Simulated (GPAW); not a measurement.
# KZnF3 (Pm-3m): one start, several treatments of the self-energy

Wanted: the gap of KZnF3 (Pm-3m) under several approximations, with cost.

Main program and level: GPAW 26.7.0; PBE and many-body steps on it, plane waves.

This is a report of a sequence of runs, with most program output left out.

### 1. Starting point

Symmetry: Pm-3m, No. 221, cubic system. Conventional cell: a = 4.050 Å, b = 4.050 Å, c = 4.050 Å, α = 90.00°, β = 90.00°, γ = 90.00°. Nearest to K lie 12 F at 2.86 Å. Nearest to Zn lie 6 F at 2.03 Å. F has 2 Zn at 2.03 Å and 4 K at 2.86 Å nearest. Farther neighbours and most contacts between anions are not listed.

Coordinates:

```xyz
5
Lattice="4.0500 0.0000 0.0000 0.0000 4.0500 0.0000 0.0000 0.0000 4.0500" Properties=species:S:1:pos:R:3 pbc="T T T"
K     0.0000    0.0000    0.0000
Zn    2.0250    2.0250    2.0250
F     2.0250    2.0250    0.0000
F     0.0000    2.0250    2.0250
F     2.0250    0.0000    2.0250
```

The cell and positions come from the Crystallography Open Database and are kept as given unless a step says otherwise.

### 2. Empty states on the mesh, 4×4×4 mesh, 315 bands

This step: GPAW 26.7.0; DFT, PBE, plane waves, PAW.

The sums over transitions need many empty states on a uniform mesh; this step solves for them.

The input, run.py:

```python
import json
import numpy as np
from gpaw.mpi import world
from gpaw import GPAW

calc = GPAW('gs.gpw').fixed_density(kpts={'size': (4, 4, 4), 'gamma': True},
    parallel={'domain': 1, 'band': 1},
    txt='nscf.txt')
calc.diagonalize_full_hamiltonian(nbands=315)
calc.write('full.gpw', mode='all')
res = {}
kpts = calc.get_ibz_k_points()
res['kpts'] = kpts
res['eigenvalues'] = [calc.get_eigenvalues(kpt=k) for k in range(len(kpts))]
res['n_electrons'] = calc.get_number_of_electrons()

if world.rank == 0:
    with open('result.json', 'w') as f:
        json.dump(res, f, default=lambda x: x.tolist())
```

On the command line:

```
$ mpirun -n 4 gpaw python run.py
```

The job ended after 70 s (4 MPI ranks of Arm Neoverse N1, shared host; peak memory 2.3 GiB; 4.6 min of CPU time).

Numbers from this step:

```
gap                                                           : 3.811 eV
k of the valence top                                          : 0.5, 0.5, 0.5
k of the conduction bottom                                    : 0, 0, 0
least direct gap                                              : 5.670 eV
k points computed                                             : 10
lowest point of the top converged band, above the valence top : 150.4144 eV
```

On this mesh the gap is 3.811 eV.

### 3. G0W0, Godby-Needs plasmon pole

G0W0 replaces the xc potential by the self-energy, built once from these orbitals. Only a window of levels is corrected, while the sums run over the empty bands that the input names.

This step: G0W0 on PBE, plane waves, PAW.

The input, run.py:

```python
import json
import numpy as np
from gpaw.mpi import world
from gpaw.response.g0w0 import G0W0

gw = G0W0('full.gpw',
    filename='gw',
    kpts=[0, 9],
    bands=(19, 23),
    ecut=96,
    nbands=141,
    integrate_gamma='WS',
    ppa=True)
gw.calculate()
res = {mode: {k: v for k, v in r.items() if k != 'sigma_eskwn'}
       for mode, r in gw.all_results.items()}

if world.rank == 0:
    with open('result.json', 'w') as f:
        json.dump(res, f, default=lambda x: x.tolist())
```

On the command line:

```
$ mpirun -n 4 gpaw python run.py
```

Elapsed: 100 s, on 4 MPI ranks; peak memory 1.6 GiB.

This step gave:

```
G0W0 gap on the points computed              : 7.682 eV
least direct G0W0 gap on the computed points : 9.049 eV
Z at the valence top                         : 0.8117
Z at the conduction bottom                   : 0.8747
starting gap on the mesh                     : 3.811 eV
k of the valence top                         : 0.5, 0.5, 0.5
k of the conduction bottom                   : 0, 0, 0
```

The gap on the mesh goes from 3.81 eV to 7.68 eV, a correction of +3.87 eV.

### 4. One-shot HSE06

This step: one-shot HSE06 levels on PBE orbitals, plane waves, PAW.

The input, run.py:

```python
import json
import numpy as np
from gpaw.mpi import world
from gpaw.hybrids.eigenvalues import non_self_consistent_eigenvalues

dft, vxc, vxc_hyb = non_self_consistent_eigenvalues('full.gpw', 'HSE06', 19, 23, kpt_indices=[0, 9])
res = {'dft': dft[0], 'hybrid': (dft - vxc + vxc_hyb)[0]}
if world.rank == 0:
    with open('hybrid.txt', 'w') as f:
        for k, e0, e1 in zip([0, 9], res['dft'], res['hybrid']):
            print(k, ' '.join(f'{x:9.4f}' for x in e0), '|', ' '.join(f'{x:9.4f}' for x in e1), file=f)

if world.rank == 0:
    with open('result.json', 'w') as f:
        json.dump(res, f, default=lambda x: x.tolist())
```

On the command line:

```
$ mpirun -n 4 gpaw python run.py
```

Elapsed: 7.3 s, on 4 MPI ranks; peak memory 1 GiB; 29 s of CPU time.

This step gave:

| Item | Value |
| --- | --- |
| starting gap on the mesh | 3.811 eV |
| hybrid gap on the mesh | 6.348 eV |
| least direct hybrid gap on the computed points | 7.941 eV |

### 5. G0W0, extrapolated in the cutoff

This step: G0W0 on PBE, plane waves, PAW.

The input, run.py:

```python
import json
import numpy as np
from gpaw.mpi import world
from gpaw.response.g0w0 import G0W0

gw = G0W0('full.gpw',
    filename='gw',
    kpts=[0, 9],
    bands=(19, 23),
    ecut=160.0,
    integrate_gamma='WS',
    ppa=True,
    ecut_extrapolation=True)
gw.calculate()
res = {mode: {k: v for k, v in r.items() if k != 'sigma_eskwn'}
       for mode, r in gw.all_results.items()}

if world.rank == 0:
    with open('result.json', 'w') as f:
        json.dump(res, f, default=lambda x: x.tolist())
```

On the command line:

```
$ mpirun -n 4 gpaw python run.py
```

It took 9.2 min on 4 MPI ranks; peak memory 1.8 GiB; 37 min of CPU time.

This step gave:

```
quasiparticle gap on the points computed              : 7.353 eV
least direct quasiparticle gap on the computed points : 9.148 eV
Z at the valence top                                  : 0.7960
Z at the conduction bottom                            : 0.8706
starting gap on the mesh                              : 3.811 eV
k of the valence top                                  : 0.5, 0.5, 0.5
k of the conduction bottom                            : 0, 0, 0
gaps at the cutoffs of the extrapolation              : 7.489, 7.474, 7.462 eV
```

Against G0W0 in GPAW (4×4×4 mesh, 141 bands, screening to 96 eV, Godby-Needs plasmon pole), the gap moves by −0.329 eV.

### 6. One-shot PBE0

This step: one-shot PBE0 levels on PBE orbitals, plane waves, PAW.

The input, run.py:

```python
import json
import numpy as np
from gpaw.mpi import world
from gpaw.hybrids.eigenvalues import non_self_consistent_eigenvalues

dft, vxc, vxc_hyb = non_self_consistent_eigenvalues('full.gpw', 'PBE0', 19, 23, kpt_indices=[0, 9])
res = {'dft': dft[0], 'hybrid': (dft - vxc + vxc_hyb)[0]}
if world.rank == 0:
    with open('hybrid.txt', 'w') as f:
        for k, e0, e1 in zip([0, 9], res['dft'], res['hybrid']):
            print(k, ' '.join(f'{x:9.4f}' for x in e0), '|', ' '.join(f'{x:9.4f}' for x in e1), file=f)

if world.rank == 0:
    with open('result.json', 'w') as f:
        json.dump(res, f, default=lambda x: x.tolist())
```

On the command line:

```
$ mpirun -n 4 gpaw python run.py
```

It took 7.3 s on 4 MPI ranks; peak memory 1 GiB.

This step gave:

```
starting gap on the mesh                       : 3.811 eV
hybrid gap on the mesh                         : 7.233 eV
least direct hybrid gap on the computed points : 8.771 eV
```

### 7. G0W0, full frequency, Hilbert transform

This step: G0W0 on PBE, plane waves, PAW.

The input, run.py:

```python
import json
import numpy as np
from gpaw.mpi import world
from gpaw.response.g0w0 import G0W0

gw = G0W0('full.gpw',
    filename='gw',
    kpts=[0, 9],
    bands=(19, 23),
    ecut=96,
    nbands=141,
    integrate_gamma='WS',
    frequencies={'type': 'nonlinear', 'domega0': 0.1, 'omega2': 15.0},
    eta=0.1,
    nblocksmax=True)
gw.calculate()
res = {mode: {k: v for k, v in r.items() if k != 'sigma_eskwn'}
       for mode, r in gw.all_results.items()}

if world.rank == 0:
    with open('result.json', 'w') as f:
        json.dump(res, f, default=lambda x: x.tolist())
```

On the command line:

```
$ mpirun -n 4 gpaw python run.py
```

Elapsed: 2.8 min, on 4 MPI ranks; peak memory 1.7 GiB.

This step gave:

| Item | Value |
| --- | --- |
| G0W0 gap on the points computed | 7.693 eV |
| least direct G0W0 gap on the computed points | 9.048 eV |
| starting gap on the mesh | 3.811 eV |
| k of the valence top | 0.5, 0.5, 0.5 |
| k of the conduction bottom | 0, 0, 0 |

Against G0W0 in GPAW (4×4×4 mesh, 141 bands, screening to 96 eV, Godby-Needs plasmon pole), the gap moves by +0.011 eV.

### 8. Side by side

Times are wall times on 4 MPI ranks of Arm Neoverse N1, shared host, good to a factor of about two.

| run | mesh | bands | screening cutoff (eV) | DFT gap (eV) | gap on the mesh (eV) | direct (eV) | time |
| --- | --- | --- | --- | --- | --- | --- | --- |
| G0W0, Godby-Needs plasmon pole | 4×4×4 | 141 | 96 | 3.811 | 7.682 | 9.049 | 100 s |
| one-shot HSE06 | 4×4×4 | - | - | 3.811 | 6.348 | 7.941 | 7.3 s |
| G0W0, extrapolated in the cutoff | 4×4×4 | - | 160 | 3.811 | 7.353 | 9.148 | 9.2 min |
| one-shot PBE0 | 4×4×4 | - | - | 3.811 | 7.233 | 8.771 | 7.3 s |
| G0W0, full frequency, Hilbert transform | 4×4×4 | 141 | 96 | 3.811 | 7.693 | 9.048 | 2.8 min |

### 9. Summary of results

| Property | Result |
| --- | --- |
| G0W0, Godby-Needs plasmon pole | 7.682 eV |
| one-shot HSE06 | 6.348 eV |
| G0W0, extrapolated in the cutoff | 7.353 eV |
| one-shot PBE0 | 7.233 eV |
| G0W0, full frequency, Hilbert transform | 7.693 eV |
| known limits | not at the basis limit; d shell near the gap, gap tends to lie low; coarse k mesh |

**Reading.** One-shot HSE06: −1.334 eV against G0W0, Godby-Needs plasmon pole. G0W0, extrapolated in the cutoff: −0.329 eV against G0W0, Godby-Needs plasmon pole, at other bands or cutoff, so not like for like. One-shot PBE0: −0.449 eV against G0W0, Godby-Needs plasmon pole. G0W0, full frequency, Hilbert transform: +0.011 eV against G0W0, Godby-Needs plasmon pole. One-shot hybrid levels are evaluated on the PBE orbitals. Bands and cutoff are finite, so the gap is not at the basis limit. The miss can reach some tenths of an eV and take either sign; the mesh is an error of its own. These stock PAW sets were not made for GW. In the G0W0 runs levels were corrected at 2 k points alone, so a gap called «on the mesh» is the least over those, and an edge elsewhere would be missed. The program warns of a poor linear fit in the extrapolation of some level, so the extrapolated values are rough. The 4×4×4 mesh is coarse for this cell, which bears on the long-range parts of exchange and screening. This is the ideal cubic cell; many perovskites, halides above all, are cubic only on average, and local tilts or off-centring can widen the gap. A d shell, filled or nearly so, lies near the gap. One-shot GW converges very slowly in bands there, not always from below, and on a semilocal start the gap tends to come out low; starts rich in exact exchange can overshoot instead.

[Paths, hosts, dates, memory and timing lines, banners, echoed tables and standing remarks are left out of the program output.]

[Logs are printed without paths, hosts, clocks, repeated set-up lines and the standing remarks that a program may print on its own settings, such as how far it seeks lower states.]

[Runs of the session that timed out or met a known fault of the program may be left out.]

[Hosts, paths, dates, database ids (printed as entryN), source tags and the programs' standing remarks are cut or masked in the printed files.]
